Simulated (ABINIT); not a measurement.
## Beyond one shot: MoS2 (P6_3/mmc)

How far does self-consistency move the gap of MoS2 (P6_3/mmc)?

Program: ABINIT 10.8.3. Level of theory: PBE and many-body steps on it, plane waves. Results are calculated unless marked as measured.

The database entry behind the starting cell differs from later determinations by our own check (about 0.3 % long), so it need not match the best structure at ambient conditions.

### Step 1. Set-up

Symmetry: P6_3/mmc, No. 194, hexagonal system. The conventional cell has a = 3.169 Å, b = 3.169 Å, c = 12.324 Å, α = 90.00°, β = 90.00°, γ = 120.00°. Nearest to Mo lie 6 S at 2.41 Å. Nearest to S lie 3 Mo at 2.41 Å. Farther neighbours and most contacts between anions are not listed.

The cell and positions come from the Crystallography Open Database and are kept as given unless a step says otherwise.

### Step 2. Empty states on the mesh, 6×6×1 mesh, 170 bands

This step: ABINIT 10.8.3; DFT, PBE, plane waves, norm-conserving pseudopotentials.

The sums over transitions need many empty states on a uniform mesh; this step solves for them.

Input file run.abi:

```
acell 3*1.0 Angstrom
rprim 
  3.169000000004 -0.000000000001 0.000000000000
  -1.584500000001 2.744434504597 0.000000000000
  0.000000000000 0.000000000000 12.324000000000
ntypat 2
znucl 42 16
natom 6
typat 1 1 2 2 2 2
xred 
  0.333333333333 0.666666666667 0.250000000000
  0.666666666667 0.333333333333 0.750000000000
  0.333333333333 0.666666666667 0.623000000000
  0.666666666667 0.333333333333 0.123000000000
  0.333333333333 0.666666666667 0.877000000000
  0.666666666667 0.333333333333 0.377000000000
pp_dirpath "pseudos"
pseudos "Mo.upf, S.upf"
ecut 36
ngkpt 6 6 1
nshiftk 1
shiftk 0 0 0
kptopt 1
chksymbreak 0
iscf -2
irdden 1
istwfk *1
nband 170
nbdbuf 14
tolwfr 1e-09
nstep 60
prtvol 0
indata_prefix "in"
outdata_prefix "out"
tmpdata_prefix "tmp"
```

Started as:

```
OMP_NUM_THREADS=1 mpirun -n 8 abinit run.abi > log
```

Numbers of over 12 decimals in the logs are rounded to 6 here.

Log:

```text
.Version 10.8.3 of ABINIT. v10.8.2 released Aug 2026.

 Symmetries : space group P6_3/m m c (#194); Bravais hP (primitive hexag.)
[... echo of the input left out ...]
== DATASET  1 ==================================================================
-   mpi_nproc: 8, omp_nthreads: 1 (-1 if OMP is not activated)
-    --> not optimal distribution: autoparal keyword recommended in input file <--

--- !DatasetInfo
iteration_state: {dtset: 1, }
dimensions: {natom: 6, nkpt: 7, mband: 170, nsppol: 1, nspinor: 1, nspden: 1, mpw: 7481, }
cutoff_energies: {ecut:  36.0, pawecutdg:  -1.0, }
[...]
2.33291    2.36622    2.36622    2.37661    2.39030    2.39740    2.40556    2.40556
   2.40764    2.43577    2.43577    2.44051    2.45265    2.48615    2.48636    2.49217
   2.49248    2.51687
 prteigrs : prtvol=0 or 1, do not print more k-points.

== END DATASET(S) ==============================================================
================================================================================

 -outvars: echo values of variables after computation  --------
            nband         170
             nkpt           7
          spgroup         194
 [... the other variables as echoed above ...]

 Calculation completed.
```

Run time: 59 s. Hardware: 8 MPI ranks of Intel Xeon Platinum 8488C (Sapphire Rapids), shared host; peak memory 0.9 GiB; 7.9 min of CPU time.

This step gave:

```yaml
gap: 0.8887 eV
k_of_the_valence_top: 0, 0, 0
k_of_the_conduction_bottom: 0.1667, 0.1667, 0
least_direct_gap: 1.654 eV
k_points_computed: 7
lowest_point_of_the_top_converged_band_above_the_valence_top: 53.7942 eV
```

On this mesh the gap is 0.889 eV.

The density comes from a self-consistent run that is not shown.

### Step 3. Screening, 6×6×1 mesh, 156 bands, screening to 130.6 eV

The RPA dielectric matrix is built and inverted for each q.

This step: RPA screening on PBE, plane waves, norm-conserving pseudopotentials.

run.abi, as its differences from that of step 2:

```diff
@@ -24,10 +24,11 @@
 chksymbreak 0
-iscf -2
-irdden 1
 istwfk *1
-nband 170
-nbdbuf 14
-tolwfr 1e-09
-nstep 60
-prtvol 0
+occopt 1
+irdwfk 1
+optdriver 3
+nband 156
+ecuteps 4.8
+inclvkb 2
+awtr 1
+symchi 1
 indata_prefix "in"
```

Log:

```text
.Version 10.8.3 of ABINIT. v10.8.2 released Aug 2026.

 Symmetries : space group P6_3/m m c (#194); Bravais hP (primitive hexag.)
[... echo of the input left out ...]
== DATASET  1 ==================================================================
-   mpi_nproc: 8, omp_nthreads: 1 (-1 if OMP is not activated)

--- !DatasetInfo
iteration_state: {dtset: 1, }
dimensions: {natom: 6, nkpt: 7, mband: 156, nsppol: 1, nspinor: 1, nspden: 1, mpw: 7481, }
cutoff_energies: {ecut:  36.0, pawecutdg:  -1.0, }
electrons: {nelect:   5.20000000E+01, charge:   0.00000000E+00, occopt:   1.00000000E+00, tsmear:   1.00000000E-02, }

 SCREENING: Calculation of the susceptibility and dielectric matrices

 Based on a program developped by R.W. Godby, V. Olevano, G. Onida, and L. Reining.
 Incorporated in ABINIT by V. Olevano, G.-M. Rignanese, and M. Torrent.
.Using double precision arithmetic ; gwpc =  8

[... cell and pseudopotentials left out ...]
--------------------------------------------------------------------------------

 ==== K-mesh for the wavefunctions ====
 Number of points in the irreducible wedge :     7
[... list of points left out ...]
 Together with 24 symmetry operations and time-reversal symmetry
 yields    36 points in the full Brillouin Zone.

 ==== Q-mesh for the screening function ====
 Number of points in the irreducible wedge :     7
[... list of points left out ...]
 Together with 24 symmetry operations and time-reversal symmetry
 yields    36 points in the full Brillouin Zone.

 setmesh: FFT mesh size selected  =    20x   20x   90
          total number of points  =        36000

 vcoul_init : cutoff-mode = AUXILIARY_FUNCTION
 q-points for optical limit:   1
     1)      0.000010    0.000020    0.000030

- screening: taking advantage of time-reversal symmetry
- Maximum band index for partially occupied states nbvw = 26
- Remaining bands to be divided among processors   nbcw = 130
- Number of bands treated by each node ~16

 Number of electrons calculated from density =   52.0000; Expected =   52.0000
 average of density, n =  0.071892
 r_s =    1.4919
 omega_plasma =   25.8640 [eV]

 calculating chi0 at frequencies [eV] :
  1    0.000000E+00    0.000000E+00
  2    0.000000E+00    2.586399E+01

--------------------------------------------------------------------------------
  q-point number  1        q = ( 0.000000, 0.000000, 0.000000) [r.l.u.]
--------------------------------------------------------------------------------
[... chi0 elements left out ...]
 For q-point:  0.000010 0.000020 0.000030
  dielectric constant =  14.5215
  dielectric constant without local fields =  16.2943

  Average fulfillment of the sum rule on Im[epsilon] for q-point    1 :     77.14  [%]
[... wings left out ...]
  q-point number  2        q = ( 0.166667, 0.000000, 0.000000) [r.l.u.]
--------------------------------------------------------------------------------
[... chi0 elements left out ...]
  Average fulfillment of the sum rule on Im[epsilon] for q-point    2 :     79.73  [%]

 [... 5 further q-points ...]
```

Elapsed: 67 s, on 8 MPI ranks; peak memory 2.6 GiB.

Numbers from this step:

* ε∞ with local fields, on this mesh, along the program's q direction: 14.52
* the same without local fields: 16.29
* plasma frequency: 25.86 eV
* plane waves in the screening matrix: 341

Local fields lower ε∞ by 11 %. On a Γ-centred mesh this coarse the value itself is usually too large, while a short band sum pulls it down.

### Step 4. G0W0

The self-energy is evaluated for the states that the input lists, and the levels follow from it, in one-shot runs by the linearised quasiparticle equation.

This step: G0W0 on PBE, plane waves, norm-conserving pseudopotentials.

run.abi, as its differences from that of step 3:

```diff
@@ -27,8 +27,19 @@
 irdwfk 1
-optdriver 3
+optdriver 4
 nband 156
+gwcalctyp 0
+ecutsigx 36
+symsigma 1
+nkptgw 3
+kptgw 
+  0.0000000000 0.0000000000 0.0000000000
+  0.1666666667 0.1666666667 0.0000000000
+  0.3333333333 0.3333333333 0.0000000000
+bdgw 
+  25 28
+  25 28
+  25 28
 ecuteps 4.8
-inclvkb 2
-awtr 1
-symchi 1
+irdscr 1
+ppmodel 1
 indata_prefix "in"
```

Log:

```text
.Version 10.8.3 of ABINIT. v10.8.2 released Aug 2026.

 Symmetries : space group P6_3/m m c (#194); Bravais hP (primitive hexag.)
[... echo of the input left out ...]
== DATASET  1 ==================================================================
-   mpi_nproc: 8, omp_nthreads: 1 (-1 if OMP is not activated)

--- !DatasetInfo
iteration_state: {dtset: 1, }
dimensions: {natom: 6, nkpt: 7, mband: 156, nsppol: 1, nspinor: 1, nspden: 1, mpw: 7481, }
cutoff_energies: {ecut:  36.0, pawecutdg:  -1.0, }
electrons: {nelect:   5.20000000E+01, charge:   0.00000000E+00, occopt:   1.00000000E+00, tsmear:   1.00000000E-02, }

 SIGMA: Calculation of the GW corrections

 Based on a program developped by R.W. Godby, V. Olevano, G. Onida, and L. Reining.
 Incorporated in ABINIT by V. Olevano, G.-M. Rignanese, and M. Torrent.
.Using double precision arithmetic ; gwpc =  8

[... cell and pseudopotentials left out ...]
--------------------------------------------------------------------------------

 ==== K-mesh for the wavefunctions ====
 Number of points in the irreducible wedge :     7
[... list of points left out ...]
 Together with 24 symmetry operations and time-reversal symmetry
 yields    36 points in the full Brillouin Zone.

 ==== Q-mesh for screening function ====
 Number of points in the irreducible wedge :     7
[... list of points left out ...]
 Together with 24 symmetry operations and time-reversal symmetry
 yields    36 points in the full Brillouin Zone.

 vcoul_init : cutoff-mode = AUXILIARY_FUNCTION
 q-points for optical limit:   1
     1)      0.000010    0.000020    0.000030
 setmesh: FFT mesh size selected  =    32x   32x  128
          total number of points  =       131072

 Number of electrons calculated from density =   52.0000; Expected =   52.0000
 average of density, n =  0.071892
 r_s =    1.4919
 omega_plasma =   25.8640 [eV]

 === KS Band Gaps ===
  >>>> For spin  1
   Minimum direct gap =   1.6539 [eV], located at k-point      :   0.3333  0.3333  0.0000
   Fundamental gap    =   0.8888 [eV], Top of valence bands at :   0.0000  0.0000  0.0000
                                       Bottom of conduction at :   0.1667  0.1667  0.0000
 SIGMA fundamental parameters:
 PLASMON POLE MODEL  1
 number of plane-waves for SigmaX                 7437
 number of plane-waves for SigmaC and W            341
 number of plane-waves for wavefunctions          7437
 number of bands                                   156
 number of independent spin polarizations            1
 number of spinorial components                      1
 number of k-points in IBZ                           7
 number of q-points in IBZ                           7
 number of symmetry operations                      24
 number of k-points in BZ                           36
 number of q-points in BZ                           36
 number of frequencies for dSigma/dE                 9
 frequency step for dSigma/dE [eV]                0.25
 number of omega for Sigma on real axis              0
 max omega for Sigma on real axis  [eV]           0.00
 zcut for avoiding poles [eV]                     0.10

 EPSILON^-1 parameters (SCR file):
 dimension of the eps^-1 matrix on file            341
 dimension of the eps^-1 matrix used               341
 number of plane-waves for wavefunctions          7437
 number of bands                                   156
 number of q-points in IBZ                           7
 number of frequencies                               2
 number of real frequencies                          1
 number of imag frequencies                          1

 matrix elements of self-energy operator (all in [eV])

 Perturbative Calculation

--- !SelfEnergy_ee
iteration_state: {dtset: 1, }
kpoint     : [   0.000,    0.000,    0.000, ]
spin       : 1
KS_gap     :    2.100
QP_gap     :    2.459
Delta_QP_KS:    0.360
data: !SigmaeeData |
     Band     E0 <VxcDFT>   SigX SigC(E0)      Z dSigC/dE  Sig(E)    E-E0       E
       25   7.290 -15.411 -16.658   1.470   0.777  -0.288 -15.238   0.173   7.463
       26   8.434 -16.391 -17.086   1.015   0.774  -0.291 -16.144   0.247   8.682
       27  10.534 -15.683 -11.194  -3.709   0.778  -0.285 -15.076   0.607  11.141
       28  10.534 -15.683 -11.194  -3.709   0.778  -0.285 -15.076   0.607  11.141

--- !SelfEnergy_ee
iteration_state: {dtset: 1, }
kpoint     : [   0.167,    0.167,    0.000, ]
spin       : 1
KS_gap     :    2.343
QP_gap     :    2.656
Delta_QP_KS:    0.313
data: !SigmaeeData |
     Band     E0 <VxcDFT>   SigX SigC(E0)      Z dSigC/dE  Sig(E)    E-E0       E
       25   6.952 -16.023 -17.484   1.726   0.773  -0.294 -15.818   0.204   7.156
       26   6.980 -16.154 -17.551   1.702   0.773  -0.294 -15.919   0.235   7.215
[...]
--- !SelfEnergy_ee
iteration_state: {dtset: 1, }
kpoint     : [   0.333,    0.333,    0.000, ]
spin       : 1
KS_gap     :    1.654
QP_gap     :    2.164
Delta_QP_KS:    0.510
data: !SigmaeeData |
     Band     E0 <VxcDFT>   SigX SigC(E0)      Z dSigC/dE  Sig(E)    E-E0       E
[...]
26   7.832 -16.516 -17.090   0.962   0.776  -0.288 -16.216   0.301   8.133
       27   9.486 -17.609 -13.378  -3.184   0.775  -0.291 -16.798   0.811  10.297
       28   9.486 -17.609 -13.378  -3.184   0.775  -0.291 -16.798   0.811  10.297

== END DATASET(S) ==============================================================
================================================================================

 -outvars: echo values of variables after computation  --------
           etotal      0.0000000000E+00
            nband         156
             nkpt           7
          spgroup         194
 [... the other variables as echoed above ...]

 Calculation completed.
```

The job ended after 20 s (8 MPI ranks; peak memory 2 GiB; 2.6 min of CPU time).

Numbers from this step:

```yaml
g0w0_gap_on_the_points_computed: 1.189 eV
starting_gap_on_the_mesh: 0.8887 eV
k_of_the_valence_top: 0, 0, 0
k_of_the_conduction_bottom: 0.1667, 0.1667, 0
z_at_the_valence_top: 0.774
z_at_the_conduction_bottom: 0.783
least_direct_g0w0_gap_on_the_computed_points: 2.164 eV
```

The gap on the mesh goes from 0.89 eV to 1.19 eV, a correction of +0.30 eV.

### Step 5. evGW0, cycle 1

This step: evGW0 on PBE, plane waves, norm-conserving pseudopotentials.

run.abi, as its differences from that of step 4:

```diff
@@ -29,14 +29,22 @@
 nband 156
-gwcalctyp 0
+gwcalctyp 10
 ecutsigx 36
 symsigma 1
-nkptgw 3
+nkptgw 7
 kptgw 
   0.0000000000 0.0000000000 0.0000000000
+  0.1666666667 0.0000000000 0.0000000000
+  0.3333333333 0.0000000000 0.0000000000
+  0.5000000000 0.0000000000 0.0000000000
   0.1666666667 0.1666666667 0.0000000000
+  0.3333333333 0.1666666667 0.0000000000
   0.3333333333 0.3333333333 0.0000000000
 bdgw 
-  25 28
-  25 28
-  25 28
+  13 34
+  13 34
+  13 34
+  13 34
+  13 34
+  13 34
+  13 34
 ecuteps 4.8
```

Log:

```text
.Version 10.8.3 of ABINIT. v10.8.2 released Aug 2026.

 Symmetries : space group P6_3/m m c (#194); Bravais hP (primitive hexag.)
[... echo of the input left out ...]
== DATASET  1 ==================================================================
-   mpi_nproc: 8, omp_nthreads: 1 (-1 if OMP is not activated)

--- !DatasetInfo
iteration_state: {dtset: 1, }
dimensions: {natom: 6, nkpt: 7, mband: 156, nsppol: 1, nspinor: 1, nspden: 1, mpw: 7481, }
cutoff_energies: {ecut:  36.0, pawecutdg:  -1.0, }
electrons: {nelect:   5.20000000E+01, charge:   0.00000000E+00, occopt:   1.00000000E+00, tsmear:   1.00000000E-02, }

 SIGMA: Calculation of the GW corrections

 Based on a program developped by R.W. Godby, V. Olevano, G. Onida, and L. Reining.
 Incorporated in ABINIT by V. Olevano, G.-M. Rignanese, and M. Torrent.
.Using double precision arithmetic ; gwpc =  8

[... cell and pseudopotentials left out ...]
--------------------------------------------------------------------------------

 ==== K-mesh for the wavefunctions ====
 Number of points in the irreducible wedge :     7
[... list of points left out ...]
 Together with 24 symmetry operations and time-reversal symmetry
 yields    36 points in the full Brillouin Zone.

 ==== Q-mesh for screening function ====
 Number of points in the irreducible wedge :     7
[... list of points left out ...]
 Together with 24 symmetry operations and time-reversal symmetry
 yields    36 points in the full Brillouin Zone.

 vcoul_init : cutoff-mode = AUXILIARY_FUNCTION
 q-points for optical limit:   1
     1)      0.000010    0.000020    0.000030
 setmesh: FFT mesh size selected  =    32x   32x  128
          total number of points  =       131072

 Number of electrons calculated from density =   52.0000; Expected =   52.0000
[...]
Band     E_DFT   <VxcDFT>   E(N-1)  <Hhartree>   SigX  SigC[E(N-1)]    Z     dSigC/dE  Sig[E(N)]  DeltaE  E(N)_pert E(N)_diago
[...]
--- !SelfEnergy_ee
iteration_state: {dtset: 1, }
kpoint     : [   0.333,    0.333,    0.000, ]
spin       : 1
KS_gap     :    1.654
QP_gap     :    2.164
Delta_QP_KS:    0.510
data: !SigmaeeData |
     Band     E_DFT   <VxcDFT>   E(N-1)  <Hhartree>   SigX  SigC[E(N-1)]    Z     dSigC/dE  Sig[E(N)]  DeltaE  E(N)_pert E(N)_diago
[...]
33    12.655   -17.736    12.655    30.391   -11.578    -5.039     0.763    -0.311   -16.882     0.854    13.509    13.775
       34    12.655   -17.736    12.655    30.391   -11.578    -5.039     0.763    -0.311   -16.882     0.854    13.509    13.775

 New Fermi energy :        3.450165E-01 Ha ,    9.388378E+00 eV

 === QP Band Gaps ===
  >>>> For spin  1
   Minimum direct gap =   2.3132 [eV], located at k-point      :   0.3333  0.3333  0.0000
   Fundamental gap    =   1.2691 [eV], Top of valence bands at :   0.0000  0.0000  0.0000
                                       Bottom of conduction at :   0.1667  0.1667  0.0000

 writing QP data on file : out_QPS

 Convergence of QP corrections
 >>>>> For spin  1 <<<<<
.  kptgw no:  1; Maximum DeltaE = (   0.087   0.000) for band index: 16
.  kptgw no:  2; Maximum DeltaE = (   0.068   0.000) for band index: 20
.  kptgw no:  3; Maximum DeltaE = (  -0.078   0.000) for band index: 22
.  kptgw no:  4; Maximum DeltaE = (  -0.336   0.005) for band index: 15
.  kptgw no:  5; Maximum DeltaE = (  -0.081   0.001) for band index: 20
.  kptgw no:  6; Maximum DeltaE = (  -0.247  -0.000) for band index: 17
.  kptgw no:  7; Maximum DeltaE = (  -0.348   0.000) for band index: 22

== END DATASET(S) ==============================================================
================================================================================

 -outvars: echo values of variables after computation  --------
           etotal      0.0000000000E+00
            nband         156
             nkpt           7
          spgroup         194
 [... the other variables as echoed above ...]

 Calculation completed.
```

It took 4.9 min on 8 MPI ranks; peak memory 4.8 GiB.

This step gave:

```yaml
quasiparticle_gap_on_the_mesh: 1.269 eV
gap_of_the_density_functional_on_the_mesh: 0.8887 eV
k_of_the_valence_top: 0, 0, 0
k_of_the_conduction_bottom: 0.1667, 0.1667, 0
z_at_the_valence_top: 0.774
z_at_the_conduction_bottom: 0.783
least_direct_quasiparticle_gap_on_the_computed_points: 2.313 eV
```

Against G0W0 in ABINIT (6×6×1 mesh, 156 bands, screening to 130.6 eV, Godby-Needs plasmon pole), the gap moves by +0.080 eV. This first cycle still uses the starting levels; it takes the full correction, at all points of the mesh, and its linearised value is 1.189 eV.

### Step 6. evGW0, cycle 2

The corrected levels of the last cycle go back in.

run.abi, as its differences from that of step 5:

```diff
@@ -52,2 +52,3 @@
 ppmodel 1
+irdqps 1
 indata_prefix "in"
```

Log:

```text
.Version 10.8.3 of ABINIT. v10.8.2 released Aug 2026.

 Symmetries : space group P6_3/m m c (#194); Bravais hP (primitive hexag.)
[... echo of the input left out ...]
== DATASET  1 ==================================================================
-   mpi_nproc: 8, omp_nthreads: 1 (-1 if OMP is not activated)

--- !DatasetInfo
iteration_state: {dtset: 1, }
dimensions: {natom: 6, nkpt: 7, mband: 156, nsppol: 1, nspinor: 1, nspden: 1, mpw: 7481, }
cutoff_energies: {ecut:  36.0, pawecutdg:  -1.0, }
[...]
.  kptgw no:  5; Maximum DeltaE = (   0.028  -0.000) for band index: 22
.  kptgw no:  6; Maximum DeltaE = (   0.031   0.000) for band index: 18
.  kptgw no:  7; Maximum DeltaE = (   0.067  -0.001) for band index: 22

== END DATASET(S) ==============================================================
================================================================================

 -outvars: echo values of variables after computation  --------
           etotal      0.0000000000E+00
            nband         156
             nkpt           7
          spgroup         194
 [... the other variables as echoed above ...]

 Calculation completed.
```

Elapsed: 4.9 min, on 8 MPI ranks; peak memory 4.8 GiB; 39 min of CPU time.

This step gave:

```yaml
quasiparticle_gap_on_the_mesh: 1.216 eV
gap_of_the_density_functional_on_the_mesh: 0.8887 eV
k_of_the_valence_top: 0, 0, 0
k_of_the_conduction_bottom: 0.1667, 0.1667, 0
least_direct_quasiparticle_gap_on_the_computed_points: 2.196 eV
```

Against the cycle before, the gap moves by −0.053 eV.

(Continued in part 2 of 2.)

[Paths, hosts, dates, memory and timing lines, banners, echoed tables and standing remarks are left out of the program output.]

[Logs are printed without paths, hosts, clocks, repeated set-up lines and the standing remarks that a program may print on its own settings, such as how far it seeks lower states.]

[Runs of the session that timed out or met a known fault of the program may be left out.]

[Hosts, paths, dates, database ids (printed as entryN), source tags and the programs' standing remarks are cut or masked in the printed files.]

[G0W0 gaps are taken among the corrected bands and points alone; a level outside them can change the order at an edge.]

[Where Ansatz stands beside ABINIT at settings called matched, ABINIT's density can come from a denser mesh and the files from another edition; pairs whose starting gaps differed by over 0.03 eV were left out, so agreement reads better than it is.]
